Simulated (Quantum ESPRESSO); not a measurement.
## Magnetic state of La2Fe2S2O3 from several starts: run 2 (antiferro +−)

Quantum ESPRESSO 7.5; LDA with U = 4.5 eV on Fe d (ortho-atomic projectors); plane waves with GBRV 1.5 LDA potentials, no spin-orbit coupling.

Contents of pw.in:

```
&CONTROL
  calculation = 'scf'
  prefix = 'pwscf'
  outdir = './tmp'
  pseudo_dir = './pseudo'
  disk_io = 'nowf'
/
&SYSTEM
  ibrav = 0
  celldm(1) = 8
  nat = 9
  ntyp = 5
  ecutwfc = 40
  ecutrho = 280
  nbnd = 55
  occupations = 'smearing'
  smearing = 'fd'
  degauss = 0.00367493
  nspin = 2
  starting_magnetization(1) = 0
  starting_magnetization(2) = 0.25
  starting_magnetization(3) = -0.25
  starting_magnetization(4) = 0
  starting_magnetization(5) = 0
/
&ELECTRONS
  conv_thr = 1.8d-08
  electron_maxstep = 150
  mixing_beta = 0.3
/
ATOMIC_SPECIES
La    138.9055 la_lda_v1.uspp.F.UPF
Fe1    55.8450 fe_lda_v1.5.uspp.F.UPF
Fe2    55.8450 fe_lda_v1.5.uspp.F.UPF
S      32.0600 s_lda_v1.4.uspp.F.UPF
O      15.9990 o_lda_v1.2.uspp.F.UPF
CELL_PARAMETERS alat
  -0.4780716549912    0.4780716549912    2.1477261805371
   0.4780716549912   -0.4780716549912    2.1477261805371
   0.4780716549912    0.4780716549912   -2.1477261805371
ATOMIC_POSITIONS crystal
La      0.1818010000    0.1818010000    0.0000000000
La      0.8181990000    0.8181990000    0.0000000000
Fe1     0.5000000000    0.0000000000    0.5000000000
Fe2     0.0000000000    0.5000000000    0.5000000000
S       0.4049150000    0.4049150000    0.0000000000
S       0.5950850000    0.5950850000    0.0000000000
O       0.7500000000    0.2500000000    0.5000000000
O       0.2500000000    0.7500000000    0.5000000000
O       0.0000000000    0.0000000000    0.0000000000
K_POINTS automatic
8 8 8 0 0 0
HUBBARD {ortho-atomic}
U Fe1-3d 4.5000
U Fe2-3d 4.5000
```

On the command line:

```
OMP_NUM_THREADS=1 mpirun -n 8 pw.x -nk 8 -in pw.in > pw.out
```

Q: Predict the spin moment in the atom's sphere.

Opposed moments of equal size cancel, so the cell has no net moment. Symmetry leaves 5 kinds of site among the 9 atoms, and equivalent atoms carry values of equal size.

Spin density in the ac plane of the conventional cell at fractional y = 0.000, with atoms of La and Fe and S and O within 0.2 Å of it.

Valence density in the ac plane of the conventional cell at fractional y = 0.000, with atoms of La and Fe and S and O within 0.2 Å of it. It is the smooth field of the valence electrons, not physical close to the nuclei.

Spin moment in the atom's sphere by atom:

```csv
atom,spin moment in the atom's sphere (μB)
La1,0.00
La2,0.00
Fe3,3.30
Fe4,-3.30
S5,0.00
S6,0.00
O7,0.00
O8,0.00
O9,0.00
```

Numbers from this step:

```
magnetization          : 0 μB
absolute magnetization : 7.488 μB
final state            : antiferromagnetic
```

Values in e/Å³, 24 rows by 14 columns, each cell a mean:
```
 0.0  0.0  0.0  0.0 -0.2 -0.8 -2.0 -2.0 -1.5 -0.5 -0.1  0.0  0.0  0.0
 0.0  0.0  0.0  0.0  0.0  0.0  0.0  0.0  0.0  0.0  0.0  0.0  0.0  0.0
 0.0  0.0  0.0  0.0  0.0  0.0  0.0  0.0  0.0  0.0  0.0  0.0  0.0  0.0
 0.0  0.0  0.0  0.0  0.0  0.0  0.0  0.0  0.0  0.0  0.0  0.0  0.0  0.0
 0.0  0.0  0.0  0.0  0.0  0.0  0.0  0.0  0.0  0.0  0.0  0.0  0.0  0.0
 0.0  0.0  0.0  0.0  0.0  0.0  0.0  0.0  0.0  0.0  0.0  0.0  0.0  0.0
 0.0  0.0  0.0  0.0  0.0  0.0  0.0  0.0  0.0  0.0  0.0  0.0  0.0  0.0
 0.0  0.0  0.0  0.0  0.0  0.0  0.0  0.0  0.0  0.0  0.0  0.0  0.0  0.0
 0.0  0.0  0.0  0.0  0.0  0.0  0.0  0.0  0.0  0.0  0.0  0.0  0.0  0.0
 0.0  0.0  0.0  0.0  0.0  0.0  0.0  0.0  0.0  0.0  0.0  0.0  0.0  0.0
 0.0  0.0  0.0  0.0  0.0  0.1  0.1  0.0  0.1  0.0  0.0  0.0  0.0  0.0
 0.0  0.0  0.0  0.0  0.1  0.8  2.9  3.6  1.9  0.4  0.1  0.0  0.0  0.0
 0.0  0.0  0.0  0.0  0.1  0.7  1.9  2.0  1.4  0.4  0.1  0.0  0.0  0.0
 0.0  0.0  0.0  0.0  0.0  0.0  0.0  0.0  0.0  0.0  0.0  0.0  0.0  0.0
 0.0  0.0  0.0  0.0  0.0  0.0  0.0  0.0  0.0  0.0  0.0  0.0  0.0  0.0
 0.0  0.0  0.0  0.0  0.0  0.0  0.0  0.0  0.0  0.0  0.0  0.0  0.0  0.0
 0.0  0.0  0.0  0.0  0.0  0.0  0.0  0.0  0.0  0.0  0.0  0.0  0.0  0.0
 0.0  0.0  0.0  0.0  0.0  0.0  0.0  0.0  0.0  0.0  0.0  0.0  0.0  0.0
 0.0  0.0  0.0  0.0  0.0  0.0  0.0  0.0  0.0  0.0  0.0  0.0  0.0  0.0
 0.0  0.0  0.0  0.0  0.0  0.0  0.0  0.0  0.0  0.0  0.0  0.0  0.0  0.0
 0.0  0.0  0.0  0.0  0.0  0.0  0.0  0.0  0.0  0.0  0.0  0.0  0.0  0.0
 0.0  0.0  0.0  0.0  0.0  0.0  0.0  0.0  0.0  0.0  0.0  0.0  0.0  0.0
 0.0  0.0  0.0  0.0  0.0  0.0  0.0  0.0  0.0  0.0  0.0  0.0  0.0  0.0
 0.0  0.0  0.0  0.0 -0.3 -1.3 -3.6 -3.9 -2.7 -0.7 -0.1  0.0  0.0  0.0
```
Columns run along a (4.0 Å), rows up along c (18.2 Å), edges of the conventional cell, whose origin can differ from the input's. Atoms in or near the plane, at fractional coordinates: La at (0.00, 0.18), La at (0.00, 0.82), Fe at (0.50, 0.50), Fe at (0.50, 0.00), S at (0.00, 0.40), S at (0.00, 0.60), O at (0.50, 0.75), O at (0.50, 0.25), O at (0.00, 0.00).

Ten steps, logarithmic in the rise over the least value, from '_' (0 e/Å³) to '@' (16 e/Å³), each cell a mean:
```
##**==--==**%%@@%%++--==++**
----------------------------
----------------------------
++++++==--------------==++++
::==++==------==----==++++==
++========++####**++========
--------==++**##**==--------
----------------------------
======------------------====
========--------------======
========----====------======
--------==##@@@@@@**==------
--------==**%%@@%%++--------
========--------------======
========--------------======
====----------------------==
--------------==------------
--------==++####**++--------
++++======++**##**======++++
__==++==------------==++++--
++++====--------------==++++
----------------------------
------------====------------
##**++====##@@@@@@**====++##
```
Columns run along a (4.0 Å), rows up along c (18.2 Å), edges of the conventional cell, whose origin can differ from the input's. Atoms in or near the plane, at fractional coordinates: La at (0.00, 0.18), La at (0.00, 0.82), Fe at (0.50, 0.50), Fe at (0.50, 0.00), S at (0.00, 0.40), S at (0.00, 0.60), O at (0.50, 0.75), O at (0.50, 0.25), O at (0.00, 0.00).

[Logs and program files are shortened in this print: banners, set-up blocks, solver, clock and traceback lines can be left out without a mark of their own.]

[Logs are printed without paths, hosts, clocks, repeated set-up lines and the standing remarks that a program may print on its own settings, such as how far it seeks lower states.]

[Hosts, paths, dates, database ids (printed as entryN), source tags and the programs' standing remarks are cut or masked in the printed files.]

[Where a cell is said to come from a database of computed structures, the database is the Materials Project.]
